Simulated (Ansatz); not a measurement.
**Cr2NOS MXene monolayer in a perpendicular field**

Wanted: the out-of-plane response of the Cr2NOS MXene monolayer. A positive field points along +c.

Main program and level: Ansatz 0.2.0; plane-wave DFT, PBE-D3(BJ), Ansatz PAW.

This is a report of a sequence of runs, with most program output left out.

## (1) Set-up

The cell holds 5 atoms: 1 S, 2 Cr, 1 N and 1 O. Its edges and angles: a = 2.764 Å, b = 2.764 Å, c = 40.790 Å, α = 90.0°, β = 90.0°, γ = 120.0°. Vacuum lies along c.

Coordinates:

```cif
data_structure
_symmetry_space_group_name_H-M 'P 1'
_symmetry_Int_Tables_number 1
_cell_length_a 2.7645
_cell_length_b 2.7645
_cell_length_c 40.7900
_cell_angle_alpha 90.000
_cell_angle_beta 90.000
_cell_angle_gamma 120.000
_cell_volume 269.97
loop_
_atom_site_label
_atom_site_type_symbol
_atom_site_fract_x
_atom_site_fract_y
_atom_site_fract_z
_atom_site_occupancy
S1 S 0.33333 0.66667 0.44006 1
Cr2 Cr 0.66667 0.33333 0.48069 1
N3 N 0.00000 0.00000 0.50743 1
Cr4 Cr 0.33333 0.66667 0.53418 1
O5 O 0.66667 0.33333 0.55994 1
```

## (2) Relaxation

The starting cell is a guess, so the in-plane lattice and the atoms are relaxed first, with the slab cut off from its images along the normal.

input.yaml

```yaml
crystal:
  lattice:
    - [2.764476, 0.0, 0.0]
    - [-1.382238, 2.3941064442, 0.0]
    - [0.0, 0.0, 40.7899742894]
  atoms:
    - { symbol: S, position: [0.3333333333, 0.6666666667, 0.4400591153] }
    - { symbol: Cr, position: [0.6666666667, 0.3333333333, 0.4806930076], spin: 2.0 }
    - { symbol: "N", position: [0.0, 0.0, 0.507434593] }
    - { symbol: Cr, position: [0.3333333333, 0.6666666667, 0.5341761783], spin: 2.0 }
    - { symbol: O, position: [0.6666666667, 0.3333333333, 0.5599408847] }
  periodic: [true, true, false]
magnetization:
  spin_polarized: true
kpoints:
  mp_grid: { grid: [12, 12, 1] }
hamiltonian:
  xc: pbe
  dispersion: d3bj
scf:
  occupations: { method: fermi_dirac, width: 0.05 }
  convergence: { dr2_threshold: 1.0e-09 }
relax:
  f_tol: 0.004
  max_steps: 90
  cell: {}
output:
  write_potential: true
  write_density: true
  volumetric_format: npy
```

Run with:

```
$ ansatz run input.yaml --threads 2 --pin off --max-ram 3072MiB --backend cpu --events-out ev --progress --plain --runs-dir out
```

Run time: 5 min. Hardware: 2 threads of Intel Xeon Platinum 8259CL at 2.50GHz (Skylake/Cascade Lake), shared host; peak memory 0.85 GiB.

Step by step:

```csv
step,energy less that of the first step (eV),largest force component (eV/Å),volume (Å³)
1,0.0000,2.6460,269.97
2,-0.4515,1.3759,286.05
3,-0.7439,0.5944,313.79
4,-0.7661,0.4249,313.45
5,-0.7432,1.0523,314.27
6,-0.7821,0.1337,313.26
7,-0.7820,0.1820,313.22
8,-0.7846,0.0218,312.72
9,-0.7848,0.0091,312.36
10,-0.7847,0.0007,312.44
11*,-0.8505,0.0097,312.44
12,-0.8534,0.0318,316.64
13,-0.8530,0.1046,316.73
14,-0.8535,0.0008,316.50
15*,-0.8557,0.0005,316.50
```

Relaxation steps marked * repeat the geometry before them on a plane-wave basis chosen anew for their cell, so energy and pressure can jump there. Relaxation steps 5, 7, 13 were tried and not accepted.

The run keeps the 6 symmetry operations that it works with, so distortions that break them were not tested.

```csv
cell as run,before,after,change
a (Å),2.764,2.993,+8.3 %
b (Å),2.764,2.993,+8.3 %
```

The atoms that moved most (Å, along periodic axes as changes of fractional coordinates times the final cell, across vacuum about the mean position):

```csv
atom,dx,dy,dz,length
O5,0.000,0.000,-0.119,0.119
S1,0.000,0.000,0.098,0.098
N3,0.000,0.000,-0.078,0.078
Cr4,0.000,0.000,0.058,0.058
Cr2,0.000,0.000,0.041,0.041
```

Final coordinates:

```xyz
5
Lattice="2.9933 0.0000 0.0000 -1.4966 2.5922 0.0000 0.0000 0.0000 40.7900" Properties=species:S:1:pos:R:3
S     0.0000    1.7282   18.0480
Cr    1.4966    0.8641   19.6486
N     0.0000    0.0000   20.6206
Cr    0.0000    1.7282   21.8467
O     1.4966    0.8641   22.7207
```

This step gave:

* energy at zero smearing: -8611.8805 eV
* total moment: 0.4916 μB
* site moments: 0.09134, -1.711, 0.03440, 1.992, -0.01032 μB

Site moment by atom:

```csv
atom,site moment (μB)
S1,0.09
Cr2,-1.71
N3,0.03
Cr4,1.99
O5,-0.01
```

The lattice constant a goes from 2.764 to 2.993 Å.

## (3) Single point, field 0

A sawtooth potential applies the field, turning back in the middle of the vacuum. With the dipole correction the typed value is the field outside the slab. The induced dipole is small, so the SCF threshold is tight.

The cell differs from the one that the last finished run ended in (c 40.790 → 22.673 Å).

input.yaml

```yaml
crystal:
  lattice:
    - [2.9932557076, 0.0, 0.0]
    - [-1.4966278538, 2.5922354828, 0.0]
    - [0.0, 0.0, 22.6726929385]
  atoms:
    - { symbol: S, position: [0.3333333333, 0.6666666667, 0.3969532876], spin: 0.09 }
    - { symbol: Cr, position: [0.6666666667, 0.3333333333, 0.4675491465], spin: -1.71 }
    - { symbol: "N", position: [0.0, 0.0, 0.5104193968], spin: 0.03 }
    - { symbol: Cr, position: [0.3333333333, 0.6666666667, 0.5644969957], spin: 1.99 }
    - { symbol: O, position: [0.6666666667, 0.3333333333, 0.6030467124], spin: -0.01 }
magnetization:
  spin_polarized: true
kpoints:
  mp_grid: { grid: [18, 18, 1] }
  band_path:
    path: [[0, 0, 0], [0.5, 0, 0], [0.33333333, 0.33333333, 0], [0, 0, 0]]
    npoints: 16
hamiltonian:
  xc: pbe
  dispersion: d3bj
scf:
  occupations: { method: fermi_dirac, width: 0.02585 }
  convergence: { dr2_threshold: 1.0e-10 }
efield:
  axis: 3
  dipole_correction: true
  ramp_position: 0.97
  ramp_width: 0.06
  amplitude: 0
output:
  dos: { projected: true, e_range: [-6, 5] }
  write_potential: true
  write_density: true
  volumetric_format: npy
  elf: true
```

Wall time 41 s (2 threads); peak memory 0.8 GiB.

Numbers from this step:

```yaml
energy_at_zero_smearing: -8611.8818 eV
total_moment: 0.4850 μB
site_moments: 0.09366, -1.721, 0.03621, 1.994, -0.01201 μB
work_function_upper_face: 6.549 eV
work_function_lower_face: 5.544 eV
dipole_along_the_normal: -0.04309 e·Å
step_between_the_vacuum_levels: 1.005 eV
```

Running mean over a fixed 2.7 Å (it still follows the layers) of the planar mean; the ramp of the sawtooth is left out. Table of electron's electrostatic potential energy less the Fermi level by z:

z (Å), electron's electrostatic potential energy less the Fermi level (eV) and a bar from the least value:
```
      3.0        5.5 ############################
      3.5        5.5 ############################
      4.0        5.5 ############################
      4.5        5.5 ############################
      5.0        5.5 ############################
      5.5        5.5 ############################
      6.0        5.5 ############################
      6.5        5.4 ############################
      7.0        4.7 ###########################
      7.5        2.5 #######################
      8.0       -0.2 ###################
      8.5       -2.4 ###############
      9.0       -5.0 ##########
      9.5       -7.9 #####
     10.0       -9.6 ###
     10.5       -9.9 ##
     11.0      -10.0 ##
     11.5      -11.0 
     12.0      -11.2 
     12.5      -10.6 #
     13.0       -8.6 ####
     13.5       -5.9 #########
     14.0       -2.8 ##############
     14.5        0.7 ####################
     15.0        4.0 ##########################
     15.5        6.0 #############################
     16.0        6.5 ##############################
     16.5        6.5 ##############################
     17.0        6.5 ##############################
     17.5        6.5 ##############################
     18.0        6.5 ##############################
     18.5        6.5 ##############################
     19.0        6.5 ##############################
     19.5        6.5 ##############################
```

The density of states has structure finer than the step of the table below, so its rows give means over 0.25 eV, whole bins alone (the curve runs from -6 to 1.99 eV). Peaks (eV: height): total -5.940: 9.44, -5.200: 12.4, -3.960: 16.8, -1.070: 18.2, -0.270: 10.2, 1.530: 10.00, 1.610: 12.3; up -5.750: 5.52, -4.020: 6.67, -2.720: 6.45, -1.070: 16.6, -0.680: 6.97, 1.610: 8.57, 1.880: 5.17; down -5.890: 6.92, -5.200: 9.18, -4.620: 5.47, -3.960: 11.5, -3.570: 4.63, -0.240: 6.61, 1.530: 9.58.

Table of density of states by energy, zero at the Fermi level; means over each step; values in states/eV a cell:

```csv
energy (eV),total,up,down
-5.75,2.87,1.81,1.06
-5.50,3.50,1.93,1.57
-5.25,6.26,2.86,3.40
-5.00,2.57,1.10,1.47
-4.75,4.31,1.87,2.44
-4.50,2.63,1.22,1.41
-4.25,1.29,0.786,0.506
-4.00,7.45,3.94,3.51
-3.75,3.48,2.23,1.25
-3.50,3.92,1.72,2.20
-3.25,2.68,0.904,1.77
-3.00,1.67,0.664,1.01
-2.75,4.31,2.28,2.03
-2.50,2.53,0.984,1.55
-2.25,2.12,0.856,1.26
-2.00,1.85,0.597,1.26
-1.75,1.51,0.779,0.728
-1.50,2.08,1.91,0.175
-1.25,3.15,1.38,1.78
-1.00,4.36,3.02,1.33
-0.75,3.46,2.69,0.771
-0.50,1.37,1.26,0.108
-0.25,5.97,2.12,3.86
0.00,3.79,1.74,2.05
0.25,1.30,0.131,1.17
0.50,1.00,0,1.00
0.75,0.380,0.380,0
1.00,2.69,2.69,0
1.25,2.21,1.08,1.12
1.50,5.42,2.07,3.36
1.75,6.58,4.01,2.57
```

Projected DOS per atom over height of the atomic layer and energy from the Fermi level. Layers: S Cr N Cr O from below.

Ten even steps from '_' (0.02 states/eV) to '@' (3.11 states/eV), each cell a mean:
```
..##__**..
..==__%%..
__==__..__
__..______
....______
..==__::..
..++__--__
__..__++__
__==__++..
..::__..__
::::______
::..______
++....__..
==..____..
::..__..--
::......==
::::::::@@
..______..
::::..::==
..::--::--
....--::::
::..++..::
```
Columns: height of the atomic layer (Å) from 9 to 13.7 (not evenly spaced); rows upwards: energy from the Fermi level (eV) from -5.96 to 1.96.

Projected DOS per atom, spin up over height of the atomic layer and energy from the Fermi level. Layers: S Cr N Cr O from below.

Ten even steps from '0' (0.00 states/eV) to '9' (1.84 states/eV), each cell a mean:
```
19041
05031
07010
01000
00000
00041
00051
00090
00092
21020
20000
20000
40000
30000
10011
21113
11227
10001
21112
01222
11332
21422
```
Columns: height of the atomic layer (Å) from 9 to 13.7 (not evenly spaced); rows upwards: energy from the Fermi level (eV) from -5.96 to 1.96.

Projected DOS per atom, spin down over height of the atomic layer and energy from the Fermi level. Layers: S Cr N Cr O from below.

Ten even steps from '_' (0.00 states/eV) to '@' (2.04 states/eV), each cell a mean:
```
..::__**__
..::__@@__
__________
__________
..::______
::**______
..##______
__::______
__++______
__..______
..::______
::::______
--..____..
--..____..
....____--
....____--
....__..%%
..________
::::....==
..::--..::
__..::....
::..==__..
```
Columns: height of the atomic layer (Å) from 9 to 13.7 (not evenly spaced); rows upwards: energy from the Fermi level (eV) from -5.96 to 1.96.

Deep bands are left out, so band numbers here count from the lowest band kept and differ from the log's. Electronic bands along the path, in eV, zero at the Fermi level; # counts the bands kept:

```csv
point,up #10,up #11,up #12,up #13,down #10,down #11,down #12,down #13
Γ,-0.20,0.23,0.23,0.94,-0.17,0.17,0.17,1.31
halfway,-1.19,-0.61,0.01,0.87,-1.30,0.11,0.11,1.50
M,-1.01,-0.72,-0.54,0.82,-1.30,-0.36,-0.06,1.53
halfway,-1.06,-0.75,-0.24,1.25,-0.83,-0.27,-0.15,1.57
K,-1.07,-0.82,-0.02,1.53,-0.64,-0.34,-0.30,1.50
halfway,-1.16,-0.64,-0.11,1.07,-1.21,-0.30,0.48,1.25
Γ,-0.20,0.23,0.23,0.94,-0.17,0.17,0.17,1.31
```

Spin density in the ca plane at fractional y = 0.333, with atoms of Cr and O within 0.2 Å of it.

Ten even steps from '0' (-2.7 e/Å³) to '9' (0.2 e/Å³), each cell a mean:
```
99999999999999999999999878999999999999999999
99999999999999999999998635899999999999999999
99999999999999999999998403789999999999999999
99999999999999999999998746899999999999999999
99999999999999999999999888999999999999999999
99999999999999999999999999999999999999999999
99999999999999999999999999999999999999999999
99999999999999999999999999999999999999999999
```
Columns run along c (16.0 Å, from fractional 0.08 to 0.79 of the cell), rows up along a (3.0 Å). Atoms in or near the plane, at fractional coordinates: Cr at (0.47, 0.67), O at (0.60, 0.67).

Electrostatic potential energy in the ca plane at fractional y = 0.333, with atoms of Cr and O within 0.2 Å of it. With pseudopotentials it is smooth inside the atoms' cores, unlike the true potential.

Ten even steps from '0' (-40 eV) to '9' (6 eV), each cell a mean:
```
99999999999999998886324688877679999999999999
99999999999999999872000478883016999999999999
99999999999999999861000378881004999999999999
99999999999999999873000478884127999999999999
99999999999999988886435788777779999999999999
99999999999999987788778887657899999999999999
99999999999999876678888877546899999999999999
99999999999999987788777887667899999999999999
```
Columns run along c (16.0 Å, from fractional 0.14 to 0.84 of the cell; values clipped at the 3rd and 97th percentile), rows up along a (3.0 Å). Atoms in or near the plane, at fractional coordinates: Cr at (0.47, 0.67), O at (0.60, 0.67).

Valence density in the ca plane at fractional y = 0.333, with atoms of Cr and O within 0.2 Å of it. It is the smooth field of the valence electrons, not physical close to the nuclei.

Ten steps, logarithmic in the rise over the least value, from '0' (0 e/Å³) to '9' (19 e/Å³), each cell a mean:
```
00000000000000000011222454321123442100000000
00000000000000000001114798521124675200000000
00000000000000000001114899621125776300000000
00000000000000000001123787421124664200000000
00000000000000000012222344221122332100000000
00000000000000000122322122222222211000000000
00000000000000000123322112232232110000000000
00000000000000000122222222222222211000000000
```
Columns run along c (16.0 Å, from fractional 0.08 to 0.79 of the cell), rows up along a (3.0 Å). Atoms in or near the plane, at fractional coordinates: Cr at (0.47, 0.67), O at (0.60, 0.67).

The work function of the upper face is 6.55 eV.

## (4) Atoms held, field 0.1 V/Å

Edit input.yaml of step 3 so:

```diff
@@ -29,5 +29,4 @@
   ramp_width: 0.06
-  amplitude: 0
+  amplitude: 0.1
 output:
-  dos: { projected: true, e_range: [-6, 5] }
   write_potential: true
@@ -35,2 +34 @@
   volumetric_format: npy
-  elf: true
```

Elapsed: 41 s, on 2 threads; peak memory 0.81 GiB.

The dipole is -0.0160 e·Å, 0.0270 e·Å from its value without field.

## (5) Atoms held, field -0.1 V/Å

Edit input.yaml of step 4 so:

```diff
@@ -29,3 +29,3 @@
   ramp_width: 0.06
-  amplitude: 0.1
+  amplitude: -0.1
 output:
```

It took 41 s on 2 threads; peak memory 0.81 GiB; 80 s of CPU time.

The dipole is -0.0701 e·Å, -0.0270 e·Å from its value without field.

## (6) Response, atoms held

This step: plane-wave DFT, PBE-D3(BJ), Ansatz PAW; response to a field along the normal, atoms held (Ansatz 0.2.0).

The dipoles give the slope, and the difference of two potentials shows where the field is screened.

Numbers from this step:

```yaml
equivalent_conductor_thickness_p_eps_0ae: 6.306 Å
distance_between_the_outer_atoms: 4.673 Å
```

Dipole of the cell against applied field:

```csv
applied field (V/Å),dipole of the cell (e·Å)
-0.1000,-0.0701
0.0000,-0.0431
0.1000,-0.0160
```

Total moment against applied field:

```csv
applied field (V/Å),total moment (μB)
-0.1000,0.495
0.0000,0.485
0.1000,0.475
```

Local field over the applied field, running mean. From the potentials at -0.1 and 0.1 V/Å; running mean over 2.5 Å. The local field over applied field by z:

```csv
z (Å),local field over applied field
4.5,0.999
5.0,0.997
5.5,0.991
6.0,0.973
6.5,0.925
7.0,0.821
7.5,0.664
8.0,0.484
8.5,0.298
9.0,0.148
9.5,0.0597
10.0,0.0184
10.5,0.00298
11.0,0.00845
11.5,0.00958
12.0,0.00978
12.5,0.0399
13.0,0.108
13.5,0.235
14.0,0.406
14.5,0.590
15.0,0.759
15.5,0.892
16.0,0.963
16.5,0.989
17.0,0.997
17.5,0.999
18.0,1.000
18.5,1.000
```

The induced electron density oscillates, so the rows of the table below give means over windows of 0.5 Å about each position, cut where the curve ends. Its maxima inside the range that stand out by 2 % of the span (Å: e/Å³ per V/Å): 8.08: 0.00374, 9.07: 0.00128, 10.63: 0.00120, 11.34: 1.6e-4, 12.47: 6.0e-4, 13.04: -1.2e-4, 13.75: -0.00113. Its minima: 8.79: 0.00112, 10.06: -1.0e-3, 11.05: -1.2e-4, 12.04: -4.9e-4, 12.75: -7.3e-4, 13.46: -0.00241, 14.31: -0.00403.

Electrons, planar mean, per unit field. The induced electron density by z; means over each step:

```csv
z (Å),induced electron density (e/Å³ per V/Å)
4.5,3.2e-6
5.0,1.1e-5
5.5,3.9e-5
6.0,1.2e-4
6.5,3.8e-4
7.0,0.00103
7.5,0.00240
8.0,0.00355
8.5,0.00218
9.0,0.00120
9.5,4.0e-4
10.0,-7.9e-4
10.5,4.8e-4
11.0,1.2e-4
11.5,-1.7e-5
12.0,-3.2e-4
12.5,1.1e-4
13.0,-5.7e-4
13.5,-0.00173
14.0,-0.00285
14.5,-0.00341
15.0,-0.00158
15.5,-5.4e-4
16.0,-1.6e-4
16.5,-4.4e-5
17.0,-1.1e-5
17.5,-2.8e-6
18.0,-6.9e-7
18.5,-2.2e-7
```

By hand: between -0.1 and 0.1 V/Å the dipole changes by 0.05408 e·Å, a slope of 0.2704 e·Å²/V. A perfect conductor of thickness t has p = ε₀AEt, so t = 180.95 × 0.2704 / 7.759 = 6.31 Å (e/ε₀ = 180.95 V·Å, A in Å²).

The induced dipole is that of a conductor 6.31 Å thick.

## (7) Results

| Item | Value |
| --- | --- |
| gap without field | none |
| work function, upper face | 6.55 eV |
| step between the vacuum levels | 1.00 eV |
| equivalent conductor thickness, atoms held | 6.31 Å |

The induced dipole equals that of a perfect conductor 6.31 Å thick, while the outer atoms lie 4.67 Å apart. The two faces differ: the vacuum level above lies 1.00 eV higher than the one below. There is no gap over 0.03 eV, with or without the field. For an open d or f shell that can be the fault of a semilocal functional without a Hubbard term. The magnetic order is the one reached from the typed start; other orders were not compared. The MXene's terminations sit over the metal atoms of its far layer; the site over carbon or nitrogen, which some compounds prefer, was not run.

[Logs are printed without paths, hosts, clocks, repeated set-up lines and the standing remarks that a program may print on its own settings, such as how far it seeks lower states.]

[Hosts, paths, dates, database ids (printed as entryN), source tags and the programs' standing remarks are cut or masked in the printed files.]

[Maps of the electrostatic potential energy from Ansatz leave out the sawtooth potential of an applied field or a dipole correction, so their vacuum need not be flat; planar profiles and work functions include it.]
